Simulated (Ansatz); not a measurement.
**Changed inputs in constrained RPA: CsRuCl3 (cubic perovskite) (Pm-3m)**

What does U in CsRuCl3 (cubic perovskite) (Pm-3m) depend on besides the window?

Program: Ansatz 0.2.0. Level of theory: constrained RPA on PBE, plane waves, PAW. Results are calculated unless marked as measured.

Report form: the programs' logs are mostly left out.

The structure was built from a prototype and need not be the compound's stable phase.

**1. Set-up**

The structure is cubic, space group Pm-3m (No. 221). The conventional cell has a = 4.978 Å, b = 4.978 Å, c = 4.978 Å, α = 90.00°, β = 90.00°, γ = 90.00°. Cs has 12 Cl at 3.52 Å nearest. Ru has 6 Cl at 2.49 Å nearest. Nearest to Cl lie 2 Ru at 2.49 Å and 4 Cs at 3.52 Å. Farther neighbours and most contacts between anions are not listed.

The structure was relaxed with PBE. The structure type comes from a generator and need not be one that this composition takes. The structure was generated from a model, not taken from a measurement. The runs that relaxed it are not among those shown. The program's search for lower electronic states was switched off, so nothing shows that the state found is the lowest. Spin-orbit coupling is left out unless a step names it. The default PAW set here is soft_2. Its files were made with PBE.

**2. Base: Ru d, bands v3 to c2, 4×4×4 mesh, medium accuracy**

Constrained RPA screens the interaction with every transition except those inside the target bands, which a later many-body model would treat itself.

The input, input.yaml:

```yaml
crystal:
  lattice:
    - [-4.97849364, 0.0, 0.0]
    - [0.0, -4.97849364, 0.0]
    - [0.0, 0.0, 4.97849364]
  atoms:
    - { symbol: Cs, position: [0.0, 0.0, 0.0] }
    - { symbol: Ru, position: [0.5, 0.5, 0.5] }
    - { symbol: Cl, position: [0.5, 0.5, 0.0] }
    - { symbol: Cl, position: [0.5, 0.0, 0.5] }
    - { symbol: Cl, position: [0.0, 0.5, 0.5] }
kpoints:
  mp_grid: { grid: [6, 6, 6] }
hamiltonian:
  xc: pbe
scf:
  occupations: { method: gaussian, width: 0.08 }
  n_extra_bands: 19
  max_iter: 150
  lower_state_search: "off"
output:
  crpa:
    kmesh: [4, 4, 4]
    target_bands: [v3, c2]
    projections: [{ species: Ru, l: d, shell: 4 }]
  local_orbitals:
    kmesh: [8, 8, 8]
    orbitals: [{ species: Ru, l: d, shell: 4 }]
    window: { bands: [v3, c2] }
    seedname: lo
```

Launch:

```bash
ansatz run input.yaml --threads 4 --pin off --max-ram 9216MiB --backend cpu --events-out ev --progress --plain --runs-dir out
```

It took 3.3 min on 4 threads of Intel Xeon Platinum 8259CL at 2.50GHz (Skylake/Cascade Lake), shared host; peak memory 0.91 GiB; 12 min of CPU time.

This step gave:

| Property | Result |
| --- | --- |
| U | 3.464 eV |
| U prime (inter-orbital) | 2.808 eV |
| J | 0.3105 eV |
| bare V | 12.37 eV |
| bare J | 0.4211 eV |
| stated bound on U | 0.005434 eV |
| U over bare V | 0.2801 |
| electrons in the window | 6.000 |
| head of the constrained inverse dielectric matrix | 0.2817 |
| least eigenvalue of the projection's overlap | 0.5784 |
| target functions | 5 |
| bands in the sums | 50 |
| r.m.s. miss of the model bands | 8.41e-4 eV |
| width of the target bands | 4.370 eV |
| weight of the projected orbitals in the window | 0.7775 |

On the Ru d shell, screening brings the on-site interaction from 12.4 eV down to U = 3.46 eV.

**3. Changed: 2×2×2 mesh**

Edit input.yaml of step 2 so:

```diff
@@ -22,9 +22,4 @@
   crpa:
-    kmesh: [4, 4, 4]
+    kmesh: [2, 2, 2]
     target_bands: [v3, c2]
     projections: [{ species: Ru, l: d, shell: 4 }]
-  local_orbitals:
-    kmesh: [8, 8, 8]
-    orbitals: [{ species: Ru, l: d, shell: 4 }]
-    window: { bands: [v3, c2] }
-    seedname: lo
```

Run time: 18 s. Hardware: 4 threads; peak memory 0.75 GiB.

This step gave:

```yaml
u: 3.882 eV
u_prime_inter_orbital: 3.183 eV
j: 0.3322 eV
bare_v: 13.04 eV
bare_j: 0.4473 eV
stated_bound_on_u: 0.01426 eV
u_over_bare_v: 0.2976
electrons_in_the_window: 6.000
head_of_the_constrained_inverse_dielectric_matrix: 0.2545
least_eigenvalue_of_the_projection_s_overlap: 0.5840
target_functions: 5
bands_in_the_sums: 50
width_of_the_target_bands: 4.370 eV
weight_of_the_projected_orbitals_in_the_window: 0.7775
```

On the Ru d shell, screening brings the on-site interaction from 13.0 eV down to U = 3.88 eV.

**4. Changed: sums over states**

Edit input.yaml of step 3 so:

```diff
@@ -22,4 +22,7 @@
   crpa:
-    kmesh: [2, 2, 2]
+    kmesh: [4, 4, 4]
     target_bands: [v3, c2]
     projections: [{ species: Ru, l: d, shell: 4 }]
+    accuracy: sum_over_states
+    n_empty_bands: 23
+    ecut_chi: 70
```

The job ended after 11 s (4 threads; peak memory 0.71 GiB).

This variant gives U = 3.74 eV against 3.46 eV. It is a finite sum over empty states with no bound on its error and stays out of the table below.

**5. Changed: accuracy low**

Edit input.yaml of step 4 so:

```diff
@@ -25,4 +25,2 @@
     projections: [{ species: Ru, l: d, shell: 4 }]
-    accuracy: sum_over_states
-    n_empty_bands: 23
-    ecut_chi: 70
+    accuracy: low
```

It took 67 s on 4 threads; peak memory 0.85 GiB.

Numbers from this step:

```yaml
u: 3.444 eV
u_prime_inter_orbital: 2.791 eV
j: 0.3088 eV
bare_v: 12.37 eV
bare_j: 0.4211 eV
stated_bound_on_u: 0.1083 eV
u_over_bare_v: 0.2784
electrons_in_the_window: 6.000
head_of_the_constrained_inverse_dielectric_matrix: 0.2817
least_eigenvalue_of_the_projection_s_overlap: 0.5784
target_functions: 5
bands_in_the_sums: 50
width_of_the_target_bands: 4.370 eV
weight_of_the_projected_orbitals_in_the_window: 0.7775
```

On the Ru d shell, screening brings the on-site interaction from 12.4 eV down to U = 3.44 eV.

**6. Changed: orbitals of another atom**

Edit input.yaml of step 5 so:

```diff
@@ -24,3 +24,2 @@
     target_bands: [v3, c2]
-    projections: [{ species: Ru, l: d, shell: 4 }]
-    accuracy: low
+    projections: [{ species: Cl, l: p }]
```

Elapsed: 0.11 s, on 4 threads; peak memory 0.11 GiB.

The program refused the input before any cycle.

The program's message: “Error: invalid value for `output.crpa.projections`: 9 orbital(s) selected but the target window spans 5 band(s); name one orbital per band of it”

The fault put into this input: trial orbitals that do not match the target bands.

**7. Changed: potentials**

This step: constrained RPA on PBE, plane waves, norm-conserving pseudopotentials.

Edit input.yaml of step 6 so:

```diff
@@ -15,2 +15,3 @@
   xc: pbe
+  pseudopotentials: { kind: nc }
 scf:
@@ -24,2 +25,2 @@
     target_bands: [v3, c2]
-    projections: [{ species: Cl, l: p }]
+    projections: [{ species: Ru, l: d, shell: 4 }]
```

Wall time 7.6 min (4 threads); peak memory 2.1 GiB; 29 min of CPU time.

Numbers from this step:

- U: 3.467 eV
- U prime (inter-orbital): 2.814 eV
- J: 0.3093 eV
- bare V: 12.37 eV
- bare J: 0.4215 eV
- stated bound on U: 0.009461 eV
- U over bare V: 0.2802
- electrons in the window: 6.000
- head of the constrained inverse dielectric matrix: 0.2825
- least eigenvalue of the projection's overlap: 0.5778
- target functions: 5
- bands in the sums: 50
- width of the target bands: 4.355 eV
- weight of the projected orbitals in the window: 0.7770

On the Ru d shell, screening brings the on-site interaction from 12.4 eV down to U = 3.47 eV.

**8. Changed: volume -6 %**

This step: constrained RPA on PBE, plane waves, PAW.

The cell differs from the one that the last finished run ended in (a 4.978 → 4.877 Å, b 4.978 → 4.877 Å, c 4.978 → 4.877 Å).

Edit input.yaml of step 7 so:

```diff
@@ -2,5 +2,5 @@
   lattice:
-    - [-4.97849364, 0.0, 0.0]
-    - [0.0, -4.97849364, 0.0]
-    - [0.0, 0.0, 4.97849364]
+    - [-4.8768632121, 0.0, 0.0]
+    - [0.0, -4.8768632121, 0.0]
+    - [0.0, 0.0, 4.8768632121]
   atoms:
@@ -15,3 +15,2 @@
   xc: pbe
-  pseudopotentials: { kind: nc }
 scf:
@@ -26 +25,6 @@
     projections: [{ species: Ru, l: d, shell: 4 }]
+  local_orbitals:
+    kmesh: [8, 8, 8]
+    orbitals: [{ species: Ru, l: d, shell: 4 }]
+    window: { bands: [v3, c2] }
+    seedname: lo
```

Elapsed: 2.6 min, on 4 threads; peak memory 0.89 GiB.

Numbers from this step:

```
U                                                 : 3.357 eV
U prime (inter-orbital)                           : 2.719 eV
J                                                 : 0.3010 eV
bare V                                            : 12.15 eV
bare J                                            : 0.4089 eV
stated bound on U                                 : 0.005109 eV
U over bare V                                     : 0.2763
electrons in the window                           : 6.000
head of the constrained inverse dielectric matrix : 0.2704
least eigenvalue of the projection's overlap      : 0.5619
target functions                                  : 5
bands in the sums                                 : 50
r.m.s. miss of the model bands                    : 0.001167 eV
width of the target bands                         : 4.908 eV
weight of the projected orbitals in the window    : 0.7626
```

On the Ru d shell, screening brings the on-site interaction from 12.2 eV down to U = 3.36 eV.

**9. Side by side**

Times are wall times on 4 threads of Intel Xeon Platinum 8259CL at 2.50GHz (Skylake/Cascade Lake), shared host, good to a factor of about two.

| run | bare V (eV) | U (eV) | J (eV) | bound on U (eV) | width (eV) | time |
| --- | --- | --- | --- | --- | --- | --- |
| target window | 12.37 | 3.464 | 0.310 | 0.0054 | 4.37 | 3.3 min |
| 2×2×2 mesh | 13.04 | 3.882 | 0.332 | 0.0143 | 4.37 | 18 s |
| accuracy low | 12.37 | 3.444 | 0.309 | 0.1083 | 4.37 | 67 s |
| potentials | 12.37 | 3.467 | 0.309 | 0.0095 | 4.36 | 7.6 min |
| volume -6 % | 12.15 | 3.357 | 0.301 | 0.0051 | 4.91 | 2.6 min |

**10. Summary of results**

```json
{
 "target window": "U 3.46 eV, J 0.31 eV",
 "2×2×2 mesh": "U 3.88 eV, J 0.33 eV",
 "accuracy low": "U 3.44 eV, J 0.31 eV",
 "potentials": "U 3.47 eV, J 0.31 eV",
 "volume -6 %": "U 3.36 eV, J 0.30 eV"
}
```

**Reading.** 2×2×2 mesh moves U by +0.42 eV at 0.091 times the time. Accuracy low moves U by −0.02 eV (within the solver's bounds, for the mean over orbitals) at 0.33 times the time. Potentials moves U by +0.004 eV (within the solver's bounds, for the mean over orbitals) at 2.3 times the time. Volume -6 % moves U by −0.11 eV. The printed bound covers the solver alone, not the mesh, and no denser mesh than the base was run. The parent state is non-magnetic and the interaction static (zero frequency); U depends on the window and the orbitals, so it belongs to this model alone.

[Paths, hosts, dates, memory and timing lines, banners, echoed tables and standing remarks are left out of the program output.]

[Logs are printed without paths, hosts, clocks, repeated set-up lines and the standing remarks that a program may print on its own settings, such as how far it seeks lower states.]

[Runs of the session that timed out or met a known fault of the program may be left out.]

[Hosts, paths, dates, database ids (printed as entryN), source tags and the programs' standing remarks are cut or masked in the printed files.]
